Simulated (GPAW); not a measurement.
# NdN: parallel, opposed and spinless runs

Wanted: the moments of NdN and the energy of each order that was tried.

Method: LDA with U = 6 eV on Nd f; plane waves with GPAW's PAW setups, scalar-relativistic, in GPAW 26.7.0.

## (1) The starting structure

It takes space group Fm-3m (No. 225, cubic). Conventional cell: a = 5.132 Å, b = 5.132 Å, c = 5.132 Å, α = 90.00°, β = 90.00°, γ = 90.00°. Nearest to Nd lie 6 N at 2.57 Å. Nearest to N lie 6 Nd at 2.57 Å. Farther neighbours and most contacts between anions are not listed.

## (2) Order 1, typed as ferro +

The parallel start comes first: it fits the smallest cell, keeps the most symmetry and shows whether parallel moments form. A Hubbard term is added for the open shell, at a value in common use.

The input, order1.py:

```python
import json
import numpy as np
from ase import Atoms
from ase.parallel import paropen, parprint
from gpaw import GPAW

atoms = Atoms(['Nd', 'N'],
    cell=[[0.0, 2.566, 2.566],
         [2.566, 0.0, 2.566],
         [2.566, 2.566, 0.0]],
    scaled_positions=[[0.5, 0.5, 0.5],
         [0.0, 0.0, 0.0]],
    pbc=True,
    magmoms=[3.0, 0.0])
atoms.calc = GPAW(mode={'name': 'pw', 'ecut': 700},
    xc='LDA',
    kpts={'size': (8, 8, 8), 'gamma': True},
    occupations={'name': 'fermi-dirac', 'width': 0.05},
    convergence={'density': 1e-05, 'energy': 1e-05},
    maxiter=200,
    setups={'Nd': ':f,6.0'},
    symmetry={'tolerance': 1e-4},
    txt='order1.txt')
e = atoms.get_potential_energy(force_consistent=True)
res = {'free_energy': e, 'energy_sigma0': atoms.get_potential_energy(), 'fermi_energy': atoms.calc.get_fermi_level()}
res['moments'] = atoms.get_magnetic_moments().tolist()
res['total'] = atoms.get_magnetic_moment()
parprint('site moments (muB):', np.round(res['moments'], 3))
parprint(f"total moment: {res['total']:.3f} muB")
parprint(f'free energy: {e:.6f} eV')
atoms.calc.write('order1.gpw')
with paropen('results.json', 'w') as f:
    json.dump(res, f)
```

On the command line:

```sh
$ OMP_NUM_THREADS=1 python3 order1.py > order1.log
```

Log:

```text
site moments (muB): [ 2.953 -0.043]
total moment: 3.000 muB
free energy: -16.917252 eV

--- order1.txt ---
Input parameters:
  mode=PW(ecut=700),
  convergence={'density': 1e-05, 'energy': 1e-05},
  kpts=MonkhorstPack(size=(8, 8, 8), gamma=True),
  maxiter=200,
  occupations=Occupations(name='fermi-dirac', width=0.05),
  setups={'Nd': ':f,6.0'},
  symmetry=Symmetry(tolerance=0.0001),
  xc=XC(name='LDA')

Diagonalizing LCAO Hamiltonian
Converting LCAO to pw mode

               Nd

       N

Atoms  # Å, Bohr magnetons
|   | symbol |        x |        y |        z |    initial magnetic moments |
|---|--------|----------|----------|----------|-----------------------------|
| 0 |     Nd | 2.566000 | 2.566000 | 2.566000 | ( 0.0000,  0.0000,  3.0000) |
| 1 |      N | 0.000000 | 0.000000 | 0.000000 | ( 0.0000,  0.0000,  0.0000) |

Unit cell  # Å
| periodic |        x |        y |        z |  lengths |    angles |
|----------|----------|----------|----------|----------|-----------|
|      yes | 0.000000 | 2.566000 | 2.566000 | 3.628872 | 60.000000 |
|      yes | 2.566000 | 0.000000 | 2.566000 | 3.628872 | 60.000000 |
|      yes | 2.566000 | 2.566000 | 0.000000 | 3.628872 | 60.000000 |

Number of symmetries: 48

BZ-sampling:
  Number of BZ points: 512
  Number of IBZ points: 29

  Monkhorst-Pack size: [8, 8, 8]
  Monkhorst-Pack shift: [0.0625, 0.0625, 0.0625]

K-points  # in reciprocal-cell coordinates
|     |                                coordinates |     weight |
|-----|--------------------------------------------|------------|
|   0 | (  0.00000000,   0.00000000,   0.00000000) | 0.00195312 |
|   1 | (  0.12500000,   0.12500000,   0.00000000) | 0.01171875 |
|   2 | (  0.12500000,   0.12500000,   0.12500000) | 0.01562500 |
|   3 | (  0.25000000,   0.12500000,   0.12500000) | 0.02343750 |
|   4 | (  0.25000000,   0.25000000,   0.00000000) | 0.01171875 |
|   5 | (  0.25000000,   0.25000000,   0.12500000) | 0.04687500 |
|   6 | (  0.25000000,   0.25000000,   0.25000000) | 0.01562500 |
|   7 | (  0.37500000,   0.25000000,  -0.37500000) | 0.04687500 |
|   8 | (  0.37500000,   0.25000000,   0.12500000) | 0.04687500 |
|   9 | (  0.37500000,   0.25000000,   0.25000000) | 0.04687500 |
| ... |                                            |            |
|  28 | (  0.50000000,   0.50000000,   0.50000000) | 0.00781250 |

Plane wave coefficients: 1433
Cutoff: 700.0 eV

Spin-components: 2 (collinear spins)
Bands:           18
Projectors:      13
Spin-degeneracy: 1
Datatype:        complex128

Parallelization:
  kpt:    1
  domain: 1
  band:   1

Density:
  Valence electrons: 19.0
  Components: 2
  Grid points: [24 24 24]
  Charge: 0.0  # |e|

Potential:
  Grid points: [24 24 24]

species:
  Nd:
    name:    Neodymium
    Z:       60.0
    valence: 14
    core:    46
    charge:  0.0  # [|e|]
    Hubbard: {U: 6.0,  # eV
              l: 3,
              scale: True}
    compensation charges:
      type: gauss
      rc: 0.35  # [Å]
      lmax: 2
    cutoffs:
      filter: 1.17  # [Å]
      core: 2.06  # [Å]
    projectors
    | kind |    occ | energy [eV] | rcut [Å] |
    |------|--------|-------------|----------|
    |   5s |  2.000 |     -40.577 |    1.164 |
    |   6s |  2.000 |      -3.635 |    1.164 |
    |   5p |  6.000 |     -22.165 |    1.164 |
    |   6p |  0.000 |      -1.278 |    1.164 |
    |   5d |  0.000 |      -2.056 |    1.164 |
    |   4f |  4.000 |      -1.935 |    1.164 |
    |    d |        |      25.155 |    1.164 |
    |    f |        |      25.276 |    1.164 |

    Using partial waves for Nd as LCAO basis

  N:
    name:    Nitrogen
    Z:       7.0
    valence: 5
    core:    2
    charge:  0.0  # [|e|]
    compensation charges:
      type: gauss
      rc: 0.18  # [Å]
      lmax: 2
    cutoffs:
      filter: 1.11  # [Å]
      core: 0.96  # [Å]
    projectors
    | kind |    occ | energy [eV] | rcut [Å] |
    |------|--------|-------------|----------|
    |   2s |  2.000 |     -18.420 |    0.603 |
    |   2p |  3.000 |      -7.237 |    0.529 |
    |    s |        |       8.791 |    0.603 |
    |    p |        |      19.974 |    0.529 |
    |    d |        |       0.000 |    0.577 |

    Using partial waves for N as LCAO basis

Reference energy: -263164.377518  # eV

eigensolver:
  PPCG
  Converge bands: occupied
  niter=2

density mixing:
  MSR1-Mixer
  Pratt-step length: 0.05
  Maximum mixing coefficient: 0.75
  Old densities: 10
  SVD Regularization: 0.005
  Good broyden scale: 1.0
  Trust region scale: 1.0
  Backstep threshold: 4.0
  History deletion threshold: 6.0
  Fourier metric: weight=20.0, sigma=0.015

occupation numbers:
  Fermi-Dirac:
    width: 0.0500  # eV

poisson solver:
  ecut: 5600.0  # eV

xc functional:
  name: None

convergence criteria:
- Maximum integral of absolute [dens]ity change: 1e-05 electrons / valence electron
- Maximum [total energy] change in last 3 cyles: 1e-05 eV / valence electron
- Maximum integral of absolute [eigenst]ate change: 4e-08 eV^2 / valence electron
maximum number of iterations: 200

SCF iterations
|iter     |      energy | eigst |  dens |  magmom |
|---------|-------------|-------|-------|---------|
|iter:   1|       0s |  -26.389670 | +0.41 |       |  +3.0057|
|iter:   2|       2s |  -18.046788 | -0.66 | -0.33 |  +2.8777|
|iter:   3|       5s |  -12.759223 | +0.06 | -0.53 |  +2.7242|
|iter:   4|       7s |  -13.046615 | -1.35 | -0.91 |  +2.7572|
|iter:   5|      10s |  -16.434769 | -1.09 | -1.12 |  +2.9353|
|iter:   6|      12s |  -16.832683 | -1.29 | -1.61 |  +2.9854|
|iter:   7|      15s |  -16.903058 | -3.13 | -2.10 |  +2.9974|
|iter:   8|      17s |  -16.916422 | -3.48 | -2.36 |  +2.9976|
|iter:   9|      20s |  -16.916542 | -4.38 | -2.86 |  +2.9994|
|iter:  10|      22s |  -16.916611c| -4.92 | -3.17 |  +2.9999|
|iter:  11|      25s |  -16.916609c| -5.75 | -3.73 |  +3.0000|
|iter:  12|      27s |  -16.916609c| -7.14 | -4.29 |  +3.0000|
|iter:  13|      28s |  -16.916610c| -8.08c| -4.96 |  +2.9999|
|iter:  14|      30s |  -16.916610c| -8.32c| -5.83c|  +2.9999|

Converged in 14 steps
Energy contributions relative to reference atoms: (reference = -263164.377518)

Energy contributions:
  Kinetic:         -47.315050
  Coulomb:          36.728768
  Zero:              2.447765
  External:          0.000000
  Xc:               -8.777451
  Entropy:          -0.001284
  Spinorbit:         0.000000
  ----------------------------
  Free energy:     -16.917252
  Extrapolated:    -16.916610

dipole moment: (-12.754384, -12.754384, -12.754384)  # |e|*Ang

Total magnetic moment: (0.000000, 0.000000, 2.999931)

Local magnetic moments
|        x |        y |         z |
|----------|----------|-----------|
| 0.000000 | 0.000000 |  2.952682 |  # Nd   0
| 0.000000 | 0.000000 | -0.043237 |  # N    1

Fermi level: 9.969
Eigenvalues  # (at kpt = [0.000, 0.000, 0.000])
| band index |      eig [eV] | occ [0-1] |      eig [eV] | occ [0-1] |
|------------|---------------|-----------|---------------|-----------|
|          0 |       -26.663 |     1.000 |       -25.347 |     1.000 |
|        ... |               |           |               |           |
|          2 |        -7.072 |     1.000 |        -6.035 |     1.000 |
|          3 |        -7.072 |     1.000 |        -6.035 |     1.000 |
|          4 |        -2.067 |     1.000 |        -2.108 |     1.000 |
|          5 |         7.199 |     1.000 |         9.682 |     0.997 |
|          6 |         7.199 |     1.000 |         9.682 |     0.997 |
|          7 |         7.199 |     1.000 |         9.682 |     0.997 |
|          8 |         9.585 |     1.000 |        13.065 |     0.000 |
|          9 |         9.585 |     1.000 |        13.065 |     0.000 |
|         10 |         9.585 |     1.000 |        13.065 |     0.000 |
|         11 |        12.361 |     0.000 |        13.837 |     0.000 |
|         12 |        12.639 |     0.000 |        14.241 |     0.000 |
|         13 |        12.639 |     0.000 |        15.249 |     0.000 |
|         14 |        12.639 |     0.000 |        15.249 |     0.000 |
|         15 |        13.710 |     0.000 |        15.489 |     0.000 |
|         16 |        13.710 |     0.000 |        15.489 |     0.000 |
|         17 |        13.710 |     0.000 |        15.489 |     0.000 |

No gap
No difference between direct/indirect transitions
```

Run time: 37 s. Hardware: 1 MPI rank of Arm Neoverse V2, shared host; peak memory 0.21 GiB.

Numbers from this step:

```
magnetization  : 3.000 μB
final state    : ferromagnetic
largest moment : 2.953 μB
```

After 14 cycles the largest moment stands at 2.95 μB.

## (3) Run 2 (antiferro q=(0,0,1/2) +-)

An opposed order shows whether the pairs that it reverses prefer unlike signs.

The cell is doubled to 4 atoms to hold this order. Its mesh is chosen so that both cells sample the same points.

The input, order2.py:

```python
import json
import numpy as np
from ase import Atoms
from ase.parallel import paropen, parprint
from gpaw import GPAW

atoms = Atoms(['Nd', 'Nd', 'N', 'N'],
    cell=[[0.0, 2.566, 2.566],
         [2.566, 0.0, 2.566],
         [5.132, 5.132, 0.0]],
    scaled_positions=[[0.5, 0.5, 0.25],
         [0.5, 0.5, 0.75],
         [0.0, 0.0, 0.0],
         [0.0, 0.0, 0.5]],
    pbc=True,
    magmoms=[3.0, -3.0, 0.0, 0.0])
atoms.calc = GPAW(mode={'name': 'pw', 'ecut': 700},
    xc='LDA',
    kpts={'size': (8, 8, 4), 'gamma': True},
    occupations={'name': 'fermi-dirac', 'width': 0.05},
    convergence={'density': 1e-05, 'energy': 1e-05},
    maxiter=200,
    setups={'Nd': ':f,6.0'},
    symmetry={'tolerance': 1e-4},
    txt='order2.txt')
e = atoms.get_potential_energy(force_consistent=True)
res = {'free_energy': e, 'energy_sigma0': atoms.get_potential_energy(), 'fermi_energy': atoms.calc.get_fermi_level()}
res['moments'] = atoms.get_magnetic_moments().tolist()
res['total'] = atoms.get_magnetic_moment()
parprint('site moments (muB):', np.round(res['moments'], 3))
parprint(f"total moment: {res['total']:.3f} muB")
parprint(f'free energy: {e:.6f} eV')
atoms.calc.write('order2.gpw')
with paropen('results.json', 'w') as f:
    json.dump(res, f)
```

On the command line:

```sh
$ OMP_NUM_THREADS=1 python3 order2.py > order2.log
```

Log:

```text
Input parameters:
  mode=PW(ecut=700),
  convergence={'density': 1e-05, 'energy': 1e-05},
  kpts=MonkhorstPack(size=(8, 8, 4), gamma=True),
  maxiter=200,
  occupations=Occupations(name='fermi-dirac', width=0.05),
  setups={'Nd': ':f,6.0'},
  symmetry=Symmetry(tolerance=0.0001),
  xc=XC(name='LDA')

Diagonalizing LCAO Hamiltonian
Converting LCAO to pw mode

                       Nd
               Nd

               N
       N

Atoms  # Å, Bohr magnetons
|   | symbol |        x |        y |        z |    initial magnetic moments |
|---|--------|----------|----------|----------|-----------------------------|
| 0 |     Nd | 2.566000 | 2.566000 | 2.566000 | ( 0.0000,  0.0000,  3.0000) |
| 1 |     Nd | 5.132000 | 5.132000 | 2.566000 | ( 0.0000,  0.0000, -3.0000) |
| 2 |      N | 0.000000 | 0.000000 | 0.000000 | ( 0.0000,  0.0000,  0.0000) |
| 3 |      N | 2.566000 | 2.566000 | 0.000000 | ( 0.0000,  0.0000,  0.0000) |

Number of symmetries: 2

BZ-sampling:
  Number of BZ points: 256
  Number of IBZ points: 78

  Monkhorst-Pack size: [8, 8, 4]
  Monkhorst-Pack shift: [0.0625, 0.0625, 0.125]

Plane wave coefficients: 2856
Cutoff: 700.0 eV

Spin-components: 2 (collinear spins)
Bands:           27
Projectors:      26
Spin-degeneracy: 1
Datatype:        complex128

Parallelization:
  kpt:    1
  domain: 1
  band:   1

Density:
  Valence electrons: 38.0
  Components: 2
  Grid points: [24 24 45]
  Charge: 0.0  # |e|

Potential:
  Grid points: [24 24 45]

[... setups left out ...]
Reference energy: -526328.755036  # eV

convergence criteria:
- Maximum integral of absolute [dens]ity change: 1e-05 electrons / valence electron
- Maximum [total energy] change in last 3 cyles: 1e-05 eV / valence electron
- Maximum integral of absolute [eigenst]ate change: 4e-08 eV^2 / valence electron
maximum number of iterations: 200

SCF iterations
|iter     |      energy | eigst |  dens |  magmom |
|---------|-------------|-------|-------|---------|
|iter:   1|       0s |  -52.753079 | +0.89 |       |  +0.0000|
|iter:   2|      19s |  -36.032861 | +0.06 | -0.33 |  -0.0000|
|iter:   3|      39s |  -26.139050 | +0.58 | -0.52 |  +0.0000|
|iter:   4|      58s |  -26.149975 | -0.20 | -0.77 |  -0.0000|
|iter:   5|      78s |  -33.147437 | +0.10 | -1.18 |  +0.0000|
|iter:   6|      97s |  -31.151908 | +0.01 | -0.83 |  -0.0000|
[...]
|iter:  22|     407s |  -31.709698 | -3.38 | -2.08 |  +0.0006|
|iter:  23|     426s |  -31.679692 | -4.21 | -1.68 |  -0.0003|
|iter:  24|     446s |  -31.650873 | -4.54 | -1.73 |  +0.0001|
|iter:  25|     465s |  -31.630843 | -4.25 | -1.81 |  -0.0011|
```

It took 8.4 min on 1 MPI rank; peak memory 0.47 GiB.

The run was cut off at its time limit.

It was cut off while still iterating. More time helps where the residual falls; where it has stalled, the mixing must change.

## (4) Run 3 (antiferro q=(0,1/2,1/2) +-)

Another pattern of signs weighs the neighbour shells otherwise.

This order needs a doubled cell of 4 atoms. Its mesh is chosen so that both cells sample the same points.

order3.py is the script of step 3 with these lines changed:

```diff
@@ -8,8 +8,8 @@
     cell=[[0.0, 2.566, 2.566],
-         [2.566, 0.0, 2.566],
-         [5.132, 5.132, 0.0]],
-    scaled_positions=[[0.5, 0.5, 0.25],
-         [0.5, 0.5, 0.75],
+         [5.132, 0.0, 5.132],
+         [5.132, 2.566, 2.566]],
+    scaled_positions=[[0.5, 0.0, 0.5],
+         [0.5, 0.5, 0.5],
          [0.0, 0.0, 0.0],
-         [0.0, 0.0, 0.5]],
+         [0.0, 0.5, 0.0]],
     pbc=True,
@@ -18,3 +18,3 @@
     xc='LDA',
-    kpts={'size': (8, 8, 4), 'gamma': True},
+    kpts={'size': (8, 4, 8), 'gamma': True},
     occupations={'name': 'fermi-dirac', 'width': 0.05},
@@ -24,3 +24,3 @@
     symmetry={'tolerance': 1e-4},
-    txt='order2.txt')
+    txt='order3.txt')
 e = atoms.get_potential_energy(force_consistent=True)
@@ -32,3 +32,3 @@
 parprint(f'free energy: {e:.6f} eV')
-atoms.calc.write('order2.gpw')
+atoms.calc.write('order3.gpw')
 with paropen('results.json', 'w') as f:
```

On the command line:

```sh
$ OMP_NUM_THREADS=1 python3 order3.py > order3.log
```

Log:

```text
UserWarning: The angles between your unit-cell vectors are 30.0, 54.7 and 60.0 degrees.  Results may be wrong!  Please Niggli-reduce your unit-cell so that the angles are closer to 90 degrees:

  from ase.build import niggli_reduce
  niggli_reduce(atoms)

UserWarning: Initial realspace grid (24,45,40) inconsistent with symmetries.
UserWarning: Using symmetrized grid: (45,45,45).

--- order3.txt ---
Input parameters:
  mode=PW(ecut=700),
  convergence={'density': 1e-05, 'energy': 1e-05},
  kpts=MonkhorstPack(size=(8, 4, 8), gamma=True),
  maxiter=200,
[...]
|---------|-------------|-------|-------|---------|
|iter:   1|       0s |  -52.735067 | +0.87 |       |  +0.0000|
|iter:   2|      58s |  -35.970316 | +0.04 | -0.33 |  +0.0000|
|iter:   3|     115s |  -25.843071 | +0.54 | -0.51 |  +0.0001|
|iter:   4|     173s |  -25.791046 | -0.18 | -0.78 |  -0.0031|
|iter:   5|     230s |  -30.999411 | -0.65 | -1.08 |  +0.1244|
|iter:   6|     287s |  -28.282962 | -1.09 | -0.47 |  +0.0102|
|iter:   7|     345s |  -31.602185 | -1.21 | -1.22 |  +0.0148|
|iter:   8|     402s |  -33.077723 | -1.95 | -1.62 |  +0.0136|
|iter:   9|     459s |  -33.851927 | -2.34 | -1.84 |  +0.0141|
|iter:  10|     517s |  -34.411077 | -1.81 | -1.94 |  +0.0168|
```

Run time: 11 min. Hardware: 1 MPI rank; peak memory 0.68 GiB.

The program warns that the cell vectors are strongly skewed. A reduced cell would be the safer input.

The run was cut off at its time limit.

The skewed cell forces a large grid; a reduced cell would run far faster.

## (5) Order 4, typed as no spin polarisation

A run without seeds gives the energy of the state without moments.

The input, nospin.py:

```python
import json
import numpy as np
from ase import Atoms
from ase.parallel import paropen, parprint
from gpaw import GPAW

atoms = Atoms(['Nd', 'N'],
    cell=[[0.0, 2.566, 2.566],
         [2.566, 0.0, 2.566],
         [2.566, 2.566, 0.0]],
    scaled_positions=[[0.5, 0.5, 0.5],
         [0.0, 0.0, 0.0]],
    pbc=True)
atoms.calc = GPAW(mode={'name': 'pw', 'ecut': 700},
    xc='LDA',
    kpts={'size': (8, 8, 8), 'gamma': True},
    occupations={'name': 'fermi-dirac', 'width': 0.05},
    convergence={'density': 1e-05, 'energy': 1e-05},
    maxiter=200,
    setups={'Nd': ':f,6.0'},
    symmetry={'tolerance': 1e-4},
    txt='nospin.txt')
e = atoms.get_potential_energy(force_consistent=True)
res = {'free_energy': e, 'energy_sigma0': atoms.get_potential_energy(), 'fermi_energy': atoms.calc.get_fermi_level()}
parprint(f'free energy: {e:.6f} eV')
atoms.calc.write('nospin.gpw')
with paropen('results.json', 'w') as f:
    json.dump(res, f)
```

On the command line:

```sh
$ OMP_NUM_THREADS=1 python3 nospin.py > nospin.log
```

Log:

```text
free energy: -11.289094 eV

--- nospin.txt ---
Input parameters:
  mode=PW(ecut=700),
  convergence={'density': 1e-05, 'energy': 1e-05},
  kpts=MonkhorstPack(size=(8, 8, 8), gamma=True),
  maxiter=200,
  occupations=Occupations(name='fermi-dirac', width=0.05),
  setups={'Nd': ':f,6.0'},
  symmetry=Symmetry(tolerance=0.0001),
  xc=XC(name='LDA')

Diagonalizing LCAO Hamiltonian
Converting LCAO to pw mode

[...]
|------------|---------------|-----------|
|          0 |       -26.400 |     2.000 |
|          1 |        -6.835 |     2.000 |
|          2 |        -6.835 |     2.000 |
|          3 |        -6.835 |     2.000 |
|          4 |        -2.316 |     2.000 |
[...]
|         12 |        12.743 |     0.000 |
|         13 |        12.743 |     0.000 |
|         14 |        12.743 |     0.000 |
|         15 |        13.321 |     0.000 |

No gap
No difference between direct/indirect transitions


[key lines of the parts left out:]
Free energy:     -11.289094
Converged in 15 steps
dipole moment: (-12.762318, -12.762318, -12.762318)  # |e|*Ang
Fermi level: 10.593
```

Elapsed: 19 s, on 1 MPI rank; peak memory 0.18 GiB.

Read from the output:

* final state: non-magnetic (no spin polarisation)

It lies 5628 meV a seeded atom over the first start.

## (6) Ranking

These are free energies at a smearing of 0.05 eV, so its entropy term is in the differences. They are divided by the number of seeded atoms, so that cells of unlike size compare. Wavevectors q in the names are fractions of the reciprocal vectors of the first run's cell.

Orders:

| start | final state | typed order kept | energy over the lowest (meV a seeded atom) | largest site moment (μB) | net moment (μB a primitive cell) | mesh matched | CPU time (s) |
| --- | --- | --- | --- | --- | --- | --- | --- |
| ferro + | ferromagnetic | yes | 0 | 2.953 | 3 | yes | 36.57 |
| no spin polarisation | non-magnetic | - | 5628 | 0 | 0 | yes | 19.09 |

## (7) Summary of results

| Property | Result |
| --- | --- |
| lower run | with moments |
| largest site moment | 2.95 μB |
| next state | non-magnetic, 5628 meV a seeded atom higher |
| run without spin seeds, over the lowest | 5628 meV a seeded atom |

What this shows: No opposed order could be compared. The parallel start holds moments up to 2.95 μB. 2 starts gave no converged result and are missing from the ranking; a lower order may hide there. Under a U a spinless open shell is left with part-filled orbitals, which the U penalises, so its energy is no clean measure of what the moments gain. No antiferromagnetic order was obtained, so the session says nothing on how the moments order. Open f shells have many stationary orbital fillings, so the state need not be the lowest, and spin-only moments miss the orbital part.

[Logs and program files are shortened in this print: banners, set-up blocks, solver, clock and traceback lines can be left out without a mark of their own.]

[Logs are printed without paths, hosts, clocks, repeated set-up lines and the standing remarks that a program may print on its own settings, such as how far it seeks lower states.]

[Hosts, paths, dates, database ids (printed as entryN), source tags and the programs' standing remarks are cut or masked in the printed files.]

[Where a cell is said to come from a database of computed structures, the database is the Materials Project.]
